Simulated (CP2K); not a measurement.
Two runs for the O K edge of acylium. Run A: CP2K XAS_TDP, all-electron GAPW, PBEh(45%), aug-cc-pVTZ, TDA, no relativity. Run B differs in one setting.

First lines with a strength over 0.0015. A:

```csv
atom,energy (eV),states,"strength, one atom"
O3 (bonded to C),529.26,2,0.0902
,535.29,1,0.0102
,538.30,1,0.0089
,538.51,2,0.0040
,538.61,1,0.0053
```

B:

```
            atom  energy (eV)  states  strength, one atom
O3 (bonded to C)       529.79       2              0.0870
                       536.54       1              0.0181
                       540.33       1              0.0019
                       541.15       2              0.0028
                       543.19       1              0.0028
```

Question: Which was it: GW2X switched on, the basis, scalar relativity switched on, the functional?

The basis (basis from aug-cc-pVTZ to 6-31G*; the lines alone don't name the new value). A basis moves diffuse and continuum lines far more than the leading valence line. Against PBEh(45%) in aug-cc-pVTZ, the leading line moves by +0.53 eV, to 529.79 eV. The next line of O3 over the strength cut lies 6.75 eV higher, against 6.03.

[Banner, clock and machine lines of the logs are left out without a mark of their own.]

[Logs are printed without paths, hosts, clocks, repeated set-up lines and the standing remarks that a program may print on its own settings, such as how far it seeks lower states.]

[Hosts, paths, dates, database ids (printed as entryN), source tags and the programs' standing remarks are cut or masked in the printed files.]
